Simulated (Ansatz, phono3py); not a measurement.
# Heat carried by phonons in KCl (Sylvite, Fm-3m)

Wanted: κ(T), lifetimes and mean free paths for KCl (Sylvite).

Measurements to reproduce:
- thermal conductivity 7.1 W/m/K near room temperature (given in “Combining the AFLOW GIBBS and Elastic Libraries to efficiently and robustly screen thermo-mechanical properties of solids”, 2017, arXiv:1611.05714)
- thermal conductivity 7.1 W/m/K near room temperature (given in “Predicting the lattice thermal conductivity of solids by solving the Boltzmann transport equation: AFLOW - AAPL an automated, accurate and efficient framework”, 2017, arXiv:1611.05481)

Main program and level: Ansatz 0.2.0; DFT LDA, scalar-relativistic, plane waves, PAW; PAW set soft_1.

Report form: the programs' logs are mostly left out.

## Step 1: Set-up

It takes space group Fm-3m (No. 225, cubic). The conventional cell has a = 6.293 Å, b = 6.293 Å, c = 6.293 Å, α = 90.00°, β = 90.00°, γ = 90.00°. K has 6 Cl at 3.15 Å nearest. Nearest to Cl lie 6 K at 3.15 Å. Farther neighbours and most contacts between anions are not listed.

Structure file:

```cif
data_structure
_symmetry_space_group_name_H-M 'Fm-3m'
_symmetry_Int_Tables_number 225
_cell_length_a 6.2929
_cell_length_b 6.2929
_cell_length_c 6.2929
_cell_angle_alpha 90.000
_cell_angle_beta 90.000
_cell_angle_gamma 90.000
_cell_volume 249.21
loop_
_atom_site_label
_atom_site_type_symbol
_atom_site_symmetry_multiplicity
_atom_site_Wyckoff_symbol
_atom_site_fract_x
_atom_site_fract_y
_atom_site_fract_z
_atom_site_occupancy
K1 K 4 a 0.00000 0.00000 0.00000 1
Cl1 Cl 4 b 0.50000 0.00000 0.00000 1
```

## Step 2: A first coarse run

A cheap single point shows whether the cell is a metal or an insulator and how far it is from rest; that sets the k-mesh and the occupations of what follows.

The input, input.yaml:

```yaml
crystal:
  lattice:
    - [0.0, 3.14647, 3.14647]
    - [3.14647, 0.0, 3.14647]
    - [3.14647, 3.14647, 0.0]
  atoms:
    - { symbol: K, position: [0.0, 0.0, 0.0] }
    - { symbol: Cl, position: [0.5, 0.5, 0.5] }
kpoints:
  mp_grid: { grid: [6, 6, 6] }
hamiltonian:
  xc: lda
  pseudopotentials: { kind: paw, azcp: { folder: soft_1 }, xc_functional: pbe }
scf:
  occupations: { method: gaussian, width: 0.1 }
  lower_state_search: "off"
output:
  forces: true
  stress: true
  eigenvalues: true
```

On the command line:

```
$ ansatz run input.yaml --threads 8 --pin off --max-ram 19456MiB --backend cpu --events-out ev --progress --plain --runs-dir out
```

The job ended after 0.33 s (8 threads of Arm Neoverse V1, shared host; peak memory 0.29 GiB).

This step gave:

| Item | Value |
| --- | --- |
| pressure | -1.958 GPa |
| gap on the k-mesh | 4.745 eV |
| volume per atom | 31.15 Å³/atom |

The start is under -2.0 GPa at this level and looks like an insulator or semiconductor on this mesh.

## Step 3: Finding the static equilibrium

The vibrations must be taken about the equilibrium of this functional, not about the starting cell, so the structure is relaxed.

input.yaml, as its differences from that of step 2:

```diff
@@ -14,3 +14,3 @@
 scf:
-  occupations: { method: gaussian, width: 0.1 }
+  occupations: { method: gaussian, width: 0.02 }
   lower_state_search: "off"
@@ -20 +20,6 @@
   eigenvalues: true
+relax:
+  adjacent_minimum: "off"
+  f_tol: 0.005
+  max_steps: 80
+  cell: { stress_tol: 0.05 }
```

Wall time 1.2 s (8 threads); peak memory 0.32 GiB; 6.1 s of CPU time.

Step by step:

| step | energy less that of the first step (eV) | largest force component (eV/Å) | pressure (GPa) | volume (Å³) |
| --- | --- | --- | --- | --- |
| 1 | 0.0000 | 0.0000 | -1.96 | 62.30 |
| 2 | -0.0331 | 0.0000 | -1.02 | 58.82 |
| 3 | -0.0418 | 0.0000 | 0.29 | 55.44 |
| 4 | -0.0423 | 0.0000 | -0.03 | 56.16 |
| 5* | -0.0422 | 0.0000 | -0.03 | 56.16 |

Relaxation steps marked * repeat the geometry before them on a plane-wave basis chosen anew for their cell, so energy and pressure can jump there.

The run keeps the 48 symmetry operations that it works with, so distortions that break them were not tested.

| conventional cell, symmetrised | before | after | change |
| --- | --- | --- | --- |
| a (Å) | 6.293 | 6.079 | -3.4 % |
| b (Å) | 6.293 | 6.079 | -3.4 % |
| c (Å) | 6.293 | 6.079 | -3.4 % |
| volume (Å³/atom) | 31.15 | 28.08 | -9.9 % |

Final coordinates:

```
K Cl
1.0
     0.00000    3.03949    3.03949
     3.03949    0.00000    3.03949
     3.03949    3.03949    0.00000
K Cl
1 1
Direct
  0.00000 0.00000 0.00000
  0.50000 0.50000 0.50000
```

This step gave:

| Property | Result |
| --- | --- |
| pressure | -0.02992 GPa |
| gap on the k-mesh | 5.109 eV |
| volume per atom | 28.08 Å³/atom |

The relaxation ends with a pressure of -0.03 GPa.

## Step 4: A second relaxation

The relaxation is run once more from where the first one ended, as the script does after a large change of volume or of the gap, with mesh and occupations reviewed.

input.yaml, the sections that differ from step 3:

```yaml
crystal:
  lattice:
    - [0.0, 3.0394887786, 3.0394887786]
    - [3.0394887786, 0.0, 3.0394887786]
    - [3.0394887786, 3.0394887786, 0.0]
  atoms:
    - { symbol: K, position: [0.0, 0.0, 0.0] }
    - { symbol: Cl, position: [0.5, 0.5, 0.5] }
output:
  forces: true
  stress: true
  eigenvalues: true
  write_density: true
  write_potential: true
  elf: true
  volumetric_format: npy
# kpoints, hamiltonian, scf, relax: as in step 3
```

Elapsed: 0.58 s, on 8 threads; peak memory 0.31 GiB; 2.5 s of CPU time.

Little changed from the start: no atom moved by 0.005 Å and no cell edge by 0.1 %.

Valence density in the ac plane of the conventional cell at fractional y = 0.000, with atoms of K and Cl within 0.2 Å of it. It is the smooth field of the valence electrons, not physical close to the nuclei.

Values in e/Å³, 9 rows by 16 columns, each cell a mean:
```
3.2 2.1 0.6 0.1 0.1 0.4 1.1 1.5 1.4 1.4 0.7 0.2 0.1 0.3 1.3 2.9
0.4 0.2 0.1 0.0 0.0 0.1 0.2 0.4 0.5 0.3 0.2 0.1 0.0 0.1 0.2 0.3
0.3 0.2 0.1 0.0 0.0 0.0 0.1 0.2 0.2 0.1 0.1 0.0 0.0 0.1 0.1 0.2
1.4 1.1 0.5 0.2 0.1 0.2 0.9 2.1 2.4 1.4 0.4 0.1 0.1 0.3 0.8 1.3
1.0 1.6 0.9 0.2 0.1 0.4 1.9 3.9 4.2 2.9 0.9 0.2 0.1 0.5 1.4 1.4
1.1 0.8 0.4 0.1 0.1 0.1 0.5 1.3 1.5 0.9 0.3 0.1 0.1 0.2 0.6 1.0
0.2 0.1 0.1 0.0 0.0 0.0 0.1 0.1 0.1 0.1 0.1 0.0 0.0 0.0 0.1 0.2
0.8 0.5 0.1 0.0 0.1 0.2 0.4 0.7 0.8 0.5 0.2 0.1 0.0 0.1 0.3 0.7
3.9 2.6 0.8 0.1 0.1 0.5 1.3 1.5 1.2 1.5 0.8 0.2 0.1 0.4 1.7 3.5
```
Columns run along a (6.1 Å), rows up along c (6.1 Å), edges of the conventional cell, whose origin can differ from the input's. Atoms in or near the plane, at fractional coordinates: K at (0.00, 0.00), K at (0.50, 0.50), Cl at (0.50, 0.00), Cl at (0.00, 0.50).

Electrostatic potential energy in the ac plane of the conventional cell at fractional y = 0.000, with atoms of K and Cl within 0.2 Å of it. With pseudopotentials it is smooth inside the atoms' cores, unlike the true potential.

Ten even steps from '_' (-43 eV) to '@' (8 eV), each cell a mean:
```
__..**%%@@@@**..__..--%%@@@@##--__
::==##@@@@@@%%++::--##@@@@@@%%**--
##%%@@@@@@@@@@@@%%%%@@@@@@@@@@%%##
@@@@@@@@@@@@@@@@@@@@@@@@@@@@@@@@@@
@@@@@@@@@@@@@@@@@@@@@@@@@@@@@@@@@@
%%@@@@@@@@@@@@%%####%%@@@@@@@@@@%%
--++%%@@@@@@##==----**%%@@@@@@##--
__..**@@@@%%**..____--##@@@@%%--..
__..++@@@@%%++______--##@@@@%%::__
..--##@@@@@@**::__..==%%@@@@@@++..
++##@@@@@@@@%%**++**##@@@@@@@@%%**
@@@@@@@@@@@@@@@@%%%%@@@@@@@@@@@@@@
@@@@@@@@@@@@@@@@@@@@@@@@@@@@@@@@@@
%%@@@@@@@@@@@@@@@@@@@@@@@@@@@@@@%%
++##%%@@@@@@@@##++**%%@@@@@@@@##**
..--##@@@@@@##--....++@@@@@@%%==..
__..++%%@@@@++..____--%%@@@@##::__
```
Columns run along a (6.1 Å; values clipped at the 3rd and 97th percentile), rows up along c (6.1 Å), edges of the conventional cell, whose origin can differ from the input's. Atoms in or near the plane, at fractional coordinates: K at (0.00, 0.00), K at (0.50, 0.50), Cl at (0.50, 0.00), Cl at (0.00, 0.50).

ELF in the ac plane of the conventional cell at fractional y = 0.000, with atoms of K and Cl within 0.2 Å of it. It is the smooth field of the valence electrons, not physical close to the nuclei.

Values, 9 rows by 16 columns, each cell a mean:
```
0.81 0.85 0.64 0.13 0.27 0.75 0.85 0.72 0.66 0.82 0.83 0.53 0.09 0.40 0.80 0.82
0.41 0.31 0.13 0.03 0.12 0.43 0.61 0.68 0.69 0.65 0.53 0.24 0.03 0.07 0.24 0.38
0.50 0.47 0.36 0.16 0.03 0.04 0.12 0.21 0.24 0.17 0.08 0.02 0.07 0.27 0.43 0.49
0.78 0.84 0.80 0.49 0.07 0.30 0.73 0.83 0.83 0.80 0.53 0.11 0.25 0.72 0.85 0.81
0.41 0.76 0.85 0.56 0.10 0.48 0.85 0.77 0.70 0.85 0.72 0.18 0.29 0.78 0.84 0.56
0.83 0.84 0.76 0.43 0.06 0.22 0.59 0.75 0.77 0.69 0.39 0.07 0.22 0.65 0.81 0.84
0.31 0.28 0.20 0.08 0.02 0.07 0.13 0.18 0.19 0.15 0.10 0.04 0.05 0.16 0.25 0.30
0.61 0.51 0.26 0.05 0.16 0.56 0.75 0.80 0.81 0.78 0.67 0.35 0.05 0.12 0.41 0.58
0.74 0.85 0.69 0.16 0.29 0.78 0.85 0.64 0.51 0.78 0.84 0.55 0.10 0.45 0.84 0.80
```
Columns run along a (6.1 Å), rows up along c (6.1 Å), edges of the conventional cell, whose origin can differ from the input's. Atoms in or near the plane, at fractional coordinates: K at (0.00, 0.00), K at (0.50, 0.50), Cl at (0.50, 0.00), Cl at (0.00, 0.50).

## Step 5: Tight relaxation

The relaxation is repeated with tighter thresholds on force and stress, since phonons are sensitive to what is left; a change of mesh or smearing in the input moves the cell too.

input.yaml, as its differences from that of step 4:

```diff
@@ -14,3 +14,3 @@
 scf:
-  occupations: { method: gaussian, width: 0.02 }
+  occupations: { method: fixed }
   lower_state_search: "off"
@@ -26,4 +26,4 @@
   adjacent_minimum: "off"
-  f_tol: 0.005
-  max_steps: 80
-  cell: { stress_tol: 0.05 }
+  f_tol: 0.001
+  max_steps: 60
+  cell: { stress_tol: 0.01 }
```

Elapsed: 0.71 s, on 8 threads; peak memory 0.31 GiB; 3.3 s of CPU time.

Little changed from the start: no atom moved by 0.005 Å and no cell edge by 0.1 %.

This step gave:

```
pressure          : -0.009633 GPa
gap on the k-mesh : 5.112 eV
volume per atom   : 28.06 Å³/atom
```

Valence density in the ac plane of the conventional cell at fractional y = 0.000, with atoms of K and Cl within 0.2 Å of it. It is the smooth field of the valence electrons, not physical close to the nuclei.

Ten even steps from '_' (0.0 e/Å³) to '@' (4.3 e/Å³), each cell a mean:
```
@@**::______::--::----..____..==%%
++--________..::----..________..==
..______________....____________..
__________________________________
__________________________________
..______________..______________..
--::..________--++==..________..--
::--::______::**@@%%==______..----
..--::______::##@@@@++..____..--::
----..______..++##**--________::--
::..__________..::::__________..::
__________________________________
__________________________________
__________________________________
::..__________..::::..__________::
##==..______..------::________--**
@@##::______::--..::--..____..++@@
```
Columns run along a (6.1 Å), rows up along c (6.1 Å), edges of the conventional cell, whose origin can differ from the input's. Atoms in or near the plane, at fractional coordinates: K at (0.00, 0.00), K at (0.50, 0.50), Cl at (0.50, 0.00), Cl at (0.00, 0.50).

Electrostatic potential energy in the ac plane of the conventional cell at fractional y = 0.000, with atoms of K and Cl within 0.2 Å of it. With pseudopotentials it is smooth inside the atoms' cores, unlike the true potential.

Values in eV, 9 rows by 16 columns, each cell a mean:
```
-36 -26  -5   4   7   4 -15 -32 -34 -24  -2   6   6   0 -16 -34
 -1   2   5   7   7   7   6   3   2   5   7   8   7   6   3   0
  5   6   7   8   7   6   5   4   3   4   6   7   8   7   7   6
-26 -16   1   7   6   2 -10 -25 -28 -18  -2   5   7   5  -7 -24
-38 -33  -7   6   5  -2 -24 -41 -43 -35 -10   3   6   2 -24 -38
-16  -7   4   7   6   4  -4 -15 -18 -10   1   5   7   6  -1 -14
  6   6   7   7   7   7   6   5   5   6   7   7   8   7   7   6
 -9  -3   3   6   7   7   4  -4  -6   0   6   7   7   5   0  -7
-41 -31  -8   4   6   2 -20 -36 -37 -30  -5   6   5  -1 -21 -39
```
Columns run along a (6.1 Å; values clipped at the 3rd and 97th percentile), rows up along c (6.1 Å), edges of the conventional cell, whose origin can differ from the input's. Atoms in or near the plane, at fractional coordinates: K at (0.00, 0.00), K at (0.50, 0.50), Cl at (0.50, 0.00), Cl at (0.00, 0.50).

ELF in the ac plane of the conventional cell at fractional y = 0.000, with atoms of K and Cl within 0.2 Å of it. It is the smooth field of the valence electrons, not physical close to the nuclei.

Values, 9 rows by 16 columns, each cell a mean:
```
0.81 0.85 0.64 0.13 0.27 0.75 0.85 0.72 0.66 0.82 0.83 0.53 0.09 0.40 0.80 0.82
0.41 0.31 0.13 0.03 0.12 0.43 0.61 0.68 0.69 0.65 0.53 0.24 0.03 0.07 0.24 0.38
0.50 0.47 0.36 0.16 0.03 0.04 0.12 0.21 0.24 0.17 0.08 0.02 0.07 0.27 0.43 0.49
0.78 0.84 0.80 0.49 0.07 0.30 0.73 0.83 0.83 0.80 0.53 0.11 0.25 0.72 0.85 0.81
0.41 0.76 0.85 0.56 0.10 0.48 0.85 0.77 0.70 0.85 0.72 0.18 0.29 0.78 0.84 0.56
0.83 0.84 0.76 0.43 0.06 0.22 0.59 0.75 0.77 0.69 0.39 0.07 0.22 0.65 0.82 0.84
0.31 0.28 0.20 0.08 0.02 0.07 0.13 0.18 0.19 0.15 0.10 0.04 0.05 0.16 0.25 0.30
0.61 0.51 0.26 0.05 0.16 0.56 0.75 0.80 0.81 0.78 0.67 0.35 0.05 0.12 0.41 0.58
0.74 0.85 0.69 0.17 0.29 0.78 0.85 0.64 0.51 0.78 0.84 0.55 0.10 0.45 0.84 0.80
```
Columns run along a (6.1 Å), rows up along c (6.1 Å), edges of the conventional cell, whose origin can differ from the input's. Atoms in or near the plane, at fractional coordinates: K at (0.00, 0.00), K at (0.50, 0.50), Cl at (0.50, 0.00), Cl at (0.00, 0.50).

The residual pressure is -0.0096 GPa, small enough for phonons.

## Step 6: A cheap rung

A small supercell and a short cutoff cost little, and show how far such settings carry.

The input, input.yaml:

```yaml
crystal:
  lattice:
    - [0.0, 3.0386370755, 3.0386370755]
    - [3.0386370755, 0.0, 3.0386370755]
    - [3.0386370755, 3.0386370755, 0.0]
  atoms:
    - { symbol: K, position: [0.0, 0.0, 0.0] }
    - { symbol: Cl, position: [0.5, 0.5, 0.5] }
kpoints:
  mp_grid: { grid: [4, 4, 4] }
hamiltonian:
  xc: lda
  pseudopotentials: { kind: paw, azcp: { folder: soft_1 }, xc_functional: pbe }
scf:
  occupations: { method: fixed }
  lower_state_search: "off"
output:
  eigenvalues: true
phonons:
  method: fd
  dielectric: true
  qmesh: [4, 4, 4]
  temperatures: { t_max: 1000, t_step: 50 }
  qpath:
    path:
      - [[0.0, 0.0, 0.0], [0.5, 0.0, 0.5], [0.625, 0.25, 0.625]]
      - [[0.375, 0.375, 0.75], [0.0, 0.0, 0.0], [0.5, 0.5, 0.5], [0.5, 0.25, 0.75], [0.5, 0.0, 0.5]]
    npoints: 10
  third_order: { supercell: [2, 2, 2], pair_cutoff: 3.189 }
  lattice_thermal_conductivity:
    qmesh: [11, 11, 11]
    temperatures: [50.0, 100.0, 150.0, 200.0, 300.0, 400.0, 500.0, 600.0, 800.0]
    isotope_mass_variance:
      - { species: Cl, variance: 0.0005827 }
      - { species: K, variance: 0.000164 }
```

The job ended after 43 s (8 threads; peak memory 1.4 GiB; 5.2 min of CPU time).

Numbers from this step:

- Γ frequencies: 0, 0, 0, 161.2, 161.2, 161.2 cm⁻¹ (negative: imaginary)
- lowest frequency on the path: 0 cm⁻¹
- zero-point energy: 0.04716 eV/cell
- point group: m-3m
- highest frequency: 221.7 cm⁻¹
- Debye temperature from the second moment: 247 K
- κ at 300 K (relaxation time): 10.64 W/m/K
- κ at 300 K (full solution): 13.59 W/m/K
- dipole term: run
- mean free path at half of κ: 17.9 nm
- share of κ above the three lowest branches: 0.113
- third-order blocks: 38
- periodic aliases dropped: 0
- largest relative sum-rule correction: 0.02795
- displaced cells, third order: 22

W/m/K. Kappa, by row:

| T (K) | RTA xx | RTA yy | RTA zz | full xx | full yy | full zz | coherence part xx | coherence part yy | coherence part zz | ending | iterations | least Ritz value |
| --- | --- | --- | --- | --- | --- | --- | --- | --- | --- | --- | --- | --- |
| 50 | 64.43 | 64.43 | 64.43 | 71.99 | 71.99 | 71.99 | 0.02084 | 0.02084 | 0.02084 | converged | 8 | 0.539 |
| 100 | 30.39 | 30.39 | 30.39 | 36.49 | 36.49 | 36.49 | 0.06286 | 0.06286 | 0.06286 | converged | 9 | 0.497 |
| 150 | 20.59 | 20.59 | 20.59 | 25.48 | 25.48 | 25.48 | 0.0815 | 0.0815 | 0.0815 | converged | 9 | 0.478 |
| 200 | 15.66 | 15.66 | 15.66 | 19.69 | 19.69 | 19.69 | 0.09139 | 0.09139 | 0.09139 | converged | 9 | 0.467 |
| 300 | 10.64 | 10.64 | 10.64 | 13.59 | 13.59 | 13.59 | 0.1044 | 0.1044 | 0.1044 | converged | 9 | 0.456 |
| 400 | 8.086 | 8.086 | 8.086 | 10.4 | 10.4 | 10.4 | 0.115 | 0.115 | 0.115 | converged | 9 | 0.45 |
| 500 | 6.536 | 6.536 | 6.536 | 8.438 | 8.438 | 8.438 | 0.1245 | 0.1245 | 0.1245 | converged | 9 | 0.446 |
| 600 | 5.496 | 5.496 | 5.496 | 7.11 | 7.11 | 7.11 | 0.1331 | 0.1331 | 0.1331 | converged | 10 | 0.443 |
| 800 | 4.189 | 4.189 | 4.189 | 5.428 | 5.428 | 5.428 | 0.1476 | 0.1476 | 0.1476 | converged | 10 | 0.44 |

This rung gives 10.6 W/(m K) at 300 K by relaxation time, but with 16 atoms, 1 neighbour distance inside the cutoff and a 11×11×11 mesh it is a test, not the conductivity of the crystal.

[end of part 1 of 2]

[Logs are printed without paths, hosts, clocks, repeated set-up lines and the standing remarks that a program may print on its own settings, such as how far it seeks lower states.]

[Hosts, paths, dates, database ids (printed as entryN), source tags and the programs' standing remarks are cut or masked in the printed files.]

[A step with changed settings may run another functional than the one named; its input shows which.]
